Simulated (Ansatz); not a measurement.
## Zr(0001) with 2 thermally displaced layers, 2x2: scattering by thermal displacements

How much do lattice vibrations at 500 K scatter the electrons of Zr? Layers with random displacements are laid between perfect leads, and the resistance is followed against their length. The measured value for the pure metal at this temperature is 76.5 µΩ cm (CRC Handbook of Chemistry and Physics, 84th ed., 2003, Electrical Resistivity of Pure Metals).

Method: Ansatz plane-wave DFT, PBE, PAW files; ballistic transport by layer matching (Landauer), zero bias; PAW set soft_1, in Ansatz 0.2.0.

Most raw output is cut from this account.

### Step 1. The structure

The cell holds 48 atoms: 48 Zr. Cell: a = 6.464 Å, b = 6.464 Å, c = 30.882 Å, α = 90.0°, β = 90.0°, γ = 120.0°. It derives from Zr. Regions: lead, 40 atoms (40 Zr); scattering region, 8 atoms (8 Zr). The structure is stacked along c, and the current runs across the ab planes.

### Step 2. With 2 displaced layers

Each atom of 2 layers is moved at random, by amounts drawn from a normal law 0.0975 Å wide in each direction from the Debye model (291 K) at 500 K. The layers about the cell's end stay perfect and serve as the lead. Disorder leaves little or no symmetry, which makes such runs dear. Energies from -0.05 to 0.05 eV in steps of 0.05 eV are too few for the program's thermal sum, so it prints no conductance; for a metal the transmission near the Fermi level serves, at a fraction of the cost.

The input, input.yaml:

```yaml
crystal:
  lattice:
    - [6.464, 0.0, 0.0]
    - [-3.232, 5.5979882101, 0.0]
    - [0.0, 0.0, 30.882]
  atoms:
    - { symbol: Zr, position: [0.1666666667, 0.3333333333, 0.0416666667] }
    - { symbol: Zr, position: [0.1666666667, 0.8333333333, 0.0416666667] }
    - { symbol: Zr, position: [0.6666666667, 0.3333333333, 0.0416666667] }
    - { symbol: Zr, position: [0.6666666667, 0.8333333333, 0.0416666667] }
    - { symbol: Zr, position: [0.3333333333, 0.1666666667, 0.125] }
    - { symbol: Zr, position: [0.3333333333, 0.6666666667, 0.125] }
    - { symbol: Zr, position: [0.8333333333, 0.1666666667, 0.125] }
    - { symbol: Zr, position: [0.8333333333, 0.6666666667, 0.125] }
[... 36 atom lines left out ...]
    - { symbol: Zr, position: [0.3333333333, 0.1666666667, 0.9583333333] }
    - { symbol: Zr, position: [0.3333333333, 0.6666666667, 0.9583333333] }
    - { symbol: Zr, position: [0.8333333333, 0.1666666667, 0.9583333333] }
    - { symbol: Zr, position: [0.8333333333, 0.6666666667, 0.9583333333] }
kpoints:
  mp_grid: { grid: [4, 4, 1] }
hamiltonian:
  xc: pbe
  pseudopotentials: { kind: paw, azcp: { folder: soft_1 } }
scf:
  occupations: { method: fermi_dirac, width: 0.1 }
output:
  transmission: { leads: [[0, 8]], kmesh: [8, 8], e_range: [-0.05, 0.05], de: 0.05 }
  write_potential: true
  write_density: true
  volumetric_format: npy
  elf: true
```

Started as:

```sh
> ansatz run input.yaml --threads 4 --pin off --max-ram 15360MiB --backend cpu --events-out ev --progress --plain --runs-dir out
```

The job ended after 14 min (4 threads of Arm Neoverse V1, shared host; peak memory 7.3 GiB).

Numbers from this step:

```
free energy                                    : -200825.4833 eV
energy at zero smearing                        : -200824.6033 eV
Fermi energy                                   : 13.95 eV
cell area                                      : 36.19 Å²
transmission per spin nearest the Fermi level  : 2.005
open channels per spin nearest the Fermi level : 2.625
step of the lead's potential                   : 13.3 meV
```

Per spin. Table of transmission, zone mean by energy, zero at the Fermi level:

```tsv
energy (eV)	transmission, zone mean
-0.0500	2.31
0.0000	2.00
0.0500	2.10
```

Per spin. The open channels, zone mean, lead by energy, zero at the Fermi level:

```tsv
energy (eV)	open channels, zone mean, lead
-0.0500	2.81
0.0000	2.62
0.0500	2.84
```

Transmission over k1 and k2. At 0.0000 eV from the Fermi level.

Ten even steps from '_' (0.00) to '@' (3.54):
```
==@@@@@@@@::--::
==##++++++@@--::
::**++++++++##::
%%@@++==__==++@@
::::##++++++++**
==::--@@++++++##
==::--::@@@@@@@@
@@--==--%%--==--
```
Columns: k1 (b1) from -0.5 to 0.375; rows upwards: k2 (b2) from -0.5 to 0.375.

Open channels over k1 and k2. At 0.0000 eV from the Fermi level.

Values, 8 rows by 8 columns:
```
2.00 4.00 4.00 4.00 4.00 2.00 2.00 2.00
2.00 4.00 2.00 2.00 2.00 4.00 2.00 2.00
2.00 4.00 2.00 2.00 2.00 2.00 4.00 2.00
4.00 4.00 2.00 2.00 0.00 2.00 2.00 4.00
2.00 2.00 4.00 2.00 2.00 2.00 2.00 4.00
2.00 2.00 2.00 4.00 2.00 2.00 2.00 4.00
2.00 2.00 2.00 2.00 4.00 4.00 4.00 4.00
4.00 2.00 2.00 2.00 4.00 2.00 2.00 2.00
```
Columns: k1 (b1) from -0.5 to 0.375; rows upwards: k2 (b2) from -0.5 to 0.375.

Valence density in the ca plane at fractional y = 0.164, with atoms of Zr within 0.2 Å of it. It is the smooth field of the valence electrons, not physical close to the nuclei.

Ten even steps from '0' (0.1 e/Å³) to '9' (4.1 e/Å³), each cell a mean:
```
00013210000000000354200000000001231000000000
00169840000000002799510000000004896100000000
00389961000000002899610000000016998300000000
00269941000000001587300000000014996200000000
00024410000000000122000000000001342000000000
00000000000000000000000000000000000000000000
00000000000110000000000000000000000000011000
00000000000110000000000000000000000000001000
00001100000000000011000000000000110000000000
00136520000000000266410000000002563100000000
00279951000000001699720000000015997200000000
00289951000000001699820000000016998200000000
00147630000000000367410000000003674100000000
00012100000000000011100000000000121000000000
00000000000110000000000000000000000000001000
00000000000110000000000001100000000000011000
00000000000000000000000001100000000000000000
```
Columns run along c (16.0 Å, from fractional 0.24 to 0.76 of the cell), rows up along a (6.5 Å). Atoms in or near the plane, at fractional coordinates: Zr at (0.29, 0.33), Zr at (0.29, 0.83), Zr at (0.46, 0.33), Zr at (0.46, 0.86), Zr at (0.62, 0.33), Zr at (0.62, 0.83).

Electrostatic potential energy in the ca plane at fractional y = 0.164, with atoms of Zr within 0.2 Å of it. With pseudopotentials it is smooth inside the atoms' cores, unlike the true potential.

Ten even steps from '0' (-45 eV) to '9' (16 eV), each cell a mean:
```
99864478999999997423589988899987446899999999
98520037999999985100279999999973002689999999
98400016999999985000269999999962000489999999
98510037999999996201379999999973001589999999
99753368999999998655799999999986335799999999
99987889998778999988999998889998878999887899
99999999997668999999999987789999999999876789
99999999998778999999999988889999999999876789
99876789998889999866789999899998767899988899
99731258999999998421379999999985213799999999
98510027999999996200158999999962001589999999
98400026999999996100058999999962000489999999
99631148999999998411369999999974113699999999
99875679999889999766789999999997657899988899
99999999998778999999999987889999999999877799
99999999997668999999999876689999999999866789
99988899998778999877899876689999888999877899
```
Columns run along c (16.0 Å, from fractional 0.24 to 0.76 of the cell; values clipped at the 3rd and 97th percentile), rows up along a (6.5 Å). Atoms in or near the plane, at fractional coordinates: Zr at (0.29, 0.33), Zr at (0.29, 0.83), Zr at (0.46, 0.33), Zr at (0.46, 0.86), Zr at (0.62, 0.33), Zr at (0.62, 0.83).

ELF in the ca plane at fractional y = 0.164, with atoms of Zr within 0.2 Å of it. It is the smooth field of the valence electrons, not physical close to the nuclei.

Values, 9 rows by 16 columns, each cell a mean:
```
0.28 0.62 0.40 0.35 0.34 0.30 0.63 0.50 0.27 0.26 0.31 0.49 0.55 0.29 0.33 0.35
0.40 0.56 0.56 0.52 0.62 0.41 0.62 0.58 0.48 0.60 0.46 0.60 0.59 0.40 0.63 0.52
0.25 0.50 0.31 0.28 0.26 0.27 0.38 0.29 0.30 0.26 0.29 0.38 0.44 0.26 0.26 0.29
0.32 0.23 0.33 0.22 0.35 0.27 0.27 0.31 0.23 0.24 0.25 0.29 0.26 0.28 0.35 0.22
0.25 0.36 0.26 0.24 0.23 0.25 0.32 0.31 0.25 0.20 0.26 0.30 0.32 0.25 0.23 0.24
0.37 0.60 0.53 0.50 0.56 0.38 0.61 0.60 0.39 0.54 0.35 0.60 0.61 0.39 0.56 0.48
0.33 0.65 0.48 0.43 0.44 0.34 0.59 0.57 0.36 0.48 0.32 0.57 0.61 0.35 0.45 0.42
0.27 0.27 0.26 0.22 0.27 0.28 0.26 0.27 0.24 0.23 0.25 0.25 0.26 0.26 0.27 0.23
0.30 0.22 0.29 0.21 0.31 0.26 0.24 0.28 0.23 0.38 0.26 0.25 0.25 0.26 0.30 0.22
```
Columns run along c (16.0 Å, from fractional 0.24 to 0.76 of the cell), rows up along a (6.5 Å). Atoms in or near the plane, at fractional coordinates: Zr at (0.29, 0.33), Zr at (0.29, 0.83), Zr at (0.46, 0.33), Zr at (0.46, 0.86), Zr at (0.62, 0.33), Zr at (0.62, 0.83).

Over the solved energies the transmission per spin lies between 2.00 and 2.31, out of 2.76 channels of the lead on average (up to 2.84).

### Step 3. With 6 displaced layers

Each atom of 6 layers is moved at random, by amounts drawn from a normal law 0.0975 Å wide in each direction from the Debye model (291 K) at 500 K. A fresh draw is used; the growth of the resistance with length is what counts.

System of this step: Zr(0001) with 6 thermally displaced layers, 2x2. The cell holds 64 atoms: 64 Zr. Its edges and angles: a = 6.464 Å, b = 6.464 Å, c = 41.176 Å, α = 90.0°, β = 90.0°, γ = 120.0°. It derives from Zr. Regions: lead, 40 atoms (40 Zr); scattering region, 24 atoms (24 Zr). The structure is stacked along c, and the current runs across the ab planes.

The input, input.yaml:

```yaml
crystal:
  lattice:
    - [6.464, 0.0, 0.0]
    - [-3.232, 5.5979882101, 0.0]
    - [0.0, 0.0, 41.176]
  atoms:
    - { symbol: Zr, position: [0.1666666667, 0.3333333333, 0.03125] }
    - { symbol: Zr, position: [0.1666666667, 0.8333333333, 0.03125] }
    - { symbol: Zr, position: [0.6666666667, 0.3333333333, 0.03125] }
    - { symbol: Zr, position: [0.6666666667, 0.8333333333, 0.03125] }
    - { symbol: Zr, position: [0.3333333333, 0.1666666667, 0.09375] }
    - { symbol: Zr, position: [0.3333333333, 0.6666666667, 0.09375] }
    - { symbol: Zr, position: [0.8333333333, 0.1666666667, 0.09375] }
    - { symbol: Zr, position: [0.8333333333, 0.6666666667, 0.09375] }
[... 52 atom lines left out ...]
    - { symbol: Zr, position: [0.3333333333, 0.1666666667, 0.96875] }
    - { symbol: Zr, position: [0.3333333333, 0.6666666667, 0.96875] }
    - { symbol: Zr, position: [0.8333333333, 0.1666666667, 0.96875] }
    - { symbol: Zr, position: [0.8333333333, 0.6666666667, 0.96875] }
kpoints:
  mp_grid: { grid: [4, 4, 1] }
hamiltonian:
  xc: pbe
  pseudopotentials: { kind: paw, azcp: { folder: soft_1 } }
scf:
  occupations: { method: fermi_dirac, width: 0.1 }
output:
  transmission: { leads: [[0, 8]], kmesh: [8, 8], e_range: [-0.05, 0.05], de: 0.05 }
  write_potential: true
  write_density: true
  volumetric_format: npy
```

It took 21 min on 4 threads; peak memory 12 GiB.

This step gave:

- free energy: -267766.2720 eV
- energy at zero smearing: -267765.1107 eV
- Fermi energy: 13.94 eV
- transmission per spin nearest the Fermi level: 1.453
- step of the lead's potential: 9.2 meV

Per spin. Transmission, zone mean against energy, zero at the Fermi level:

```tsv
energy (eV)	transmission, zone mean
-0.0500	1.58
0.0000	1.45
0.0500	1.51
```

Over the solved energies the transmission per spin lies between 1.45 and 1.58, out of 2.76 channels of the lead on average (up to 2.84).

### Step 4. With 10 displaced layers

Each atom of 10 layers is moved at random, by amounts drawn from a normal law 0.0975 Å wide in each direction from the Debye model (291 K) at 500 K. A fresh draw is used; the growth of the resistance with length is what counts.

System of this step: Zr(0001) with 10 thermally displaced layers, 2x2. The cell holds 80 atoms: 80 Zr. Its edges and angles: a = 6.464 Å, b = 6.464 Å, c = 51.470 Å, α = 90.0°, β = 90.0°, γ = 120.0°. It derives from Zr. Regions: lead, 40 atoms (40 Zr); scattering region, 40 atoms (40 Zr). The structure is stacked along c, and the current runs across the ab planes.

The input, input.yaml:

```yaml
crystal:
  lattice:
    - [6.464, 0.0, 0.0]
    - [-3.232, 5.5979882101, 0.0]
    - [0.0, 0.0, 51.47]
  atoms:
    - { symbol: Zr, position: [0.1666666667, 0.3333333333, 0.025] }
    - { symbol: Zr, position: [0.1666666667, 0.8333333333, 0.025] }
    - { symbol: Zr, position: [0.6666666667, 0.3333333333, 0.025] }
    - { symbol: Zr, position: [0.6666666667, 0.8333333333, 0.025] }
    - { symbol: Zr, position: [0.3333333333, 0.1666666667, 0.075] }
    - { symbol: Zr, position: [0.3333333333, 0.6666666667, 0.075] }
    - { symbol: Zr, position: [0.8333333333, 0.1666666667, 0.075] }
    - { symbol: Zr, position: [0.8333333333, 0.6666666667, 0.075] }
[... 68 atom lines left out ...]
    - { symbol: Zr, position: [0.3333333333, 0.1666666667, 0.975] }
    - { symbol: Zr, position: [0.3333333333, 0.6666666667, 0.975] }
    - { symbol: Zr, position: [0.8333333333, 0.1666666667, 0.975] }
    - { symbol: Zr, position: [0.8333333333, 0.6666666667, 0.975] }
kpoints:
  mp_grid: { grid: [4, 4, 1] }
hamiltonian:
  xc: pbe
  pseudopotentials: { kind: paw, azcp: { folder: soft_1 } }
scf:
  occupations: { method: fermi_dirac, width: 0.1 }
output:
  transmission: { leads: [[0, 8]], kmesh: [8, 8], e_range: [-0.05, 0.05], de: 0.05 }
  write_potential: true
  write_density: true
  volumetric_format: npy
```

Wall time 29 min (4 threads); peak memory 8.7 GiB.

This step gave:

- free energy: -334706.9273 eV
- energy at zero smearing: -334705.4721 eV
- Fermi energy: 13.92 eV
- transmission per spin nearest the Fermi level: 1.209
- step of the lead's potential: 16.6 meV

Per spin. Transmission, zone mean against energy, zero at the Fermi level:

```tsv
energy (eV)	transmission, zone mean
-0.0500	1.25
0.0000	1.21
0.0500	1.17
```

Over the solved energies the transmission per spin lies between 1.17 and 1.25, out of 2.76 channels of the lead on average (up to 2.84).

### Step 5. The fit

This step: Ansatz plane-wave DFT, PBE, PAW files; ballistic transport by layer matching (Landauer), zero bias; resistivity from the slope of the area resistance; PAW set soft_1 (Ansatz 0.2.0).

Numbers from this step:

- resistivity: 81.69 µΩ cm
- intercept: 0.09132 fΩ m²
- scatter about the fit: 0.02898 fΩ m²

Resistance, by row:

```tsv
run	length (Å)	T	channels N	RA (fΩ m²)
n2	5.147	2.139	2.76	0.4913
n6	15.44	1.514	2.76	1.394
n10	25.73	1.208	2.76	2.173
```

Area resistance against length of the displaced region:

```tsv
length of the displaced region (Å)	area resistance (fΩ m²)
5.15	0.491
15.44	1.39
25.73	2.17
```

The area resistance goes from 0.49 to 2.2 fΩ m² between 5.1 and 25.7 Å, a slope of 82 µΩ cm.

By hand from the end points: (2.173 − 0.4913) fΩ m² / (25.73 − 5.15) Å = 82 µΩ cm, since 1 fΩ m² per Å is 1000 µΩ cm.

### Step 6. Results

```
resistivity from the slope  : 81.7 µΩ cm
area resistance over 5.15 Å : 0.491 fΩ m²
area resistance over 15.4 Å : 1.39 fΩ m²
area resistance over 25.7 Å : 2.17 fΩ m²
```

The slope gives 82 µΩ cm. The points scatter by 0.029 fΩ m² about the line, with one random draw a length in a 2x2 cell, so the slope is a rough value. The mean square of the displacements drawn is 0.73, 0.99 and 0.93 of the nominal one at the three lengths; with each resistance scaled back by that, the slope is 82 µΩ cm, the value used below. The current runs along the hexagonal axis, while the measured value below is not for that direction. Read with a model of isotropic scattering on a spherical Fermi surface and the lead's 0.59×10¹⁵ S/m², this slope means a mean free path near 16 Å; over these lengths the model's slope is within 3 % of its bulk resistivity. Uncorrelated displacements put too much weight on short waves, which scatter strongly; with the sideways repeat of a small cell, one draw and three short lengths, the method is good to a factor of two or three. The measured value is 76.5 µΩ cm (CRC Handbook of Chemistry and Physics, 84th ed., 2003, Electrical Resistivity of Pure Metals); the scaled slope is 1.1 times that: fair for so small a cell.

[Logs are printed without paths, hosts, clocks, repeated set-up lines and the standing remarks that a program may print on its own settings, such as how far it seeks lower states.]

[Hosts, paths, dates, database ids (printed as entryN), source tags and the programs' standing remarks are cut or masked in the printed files.]
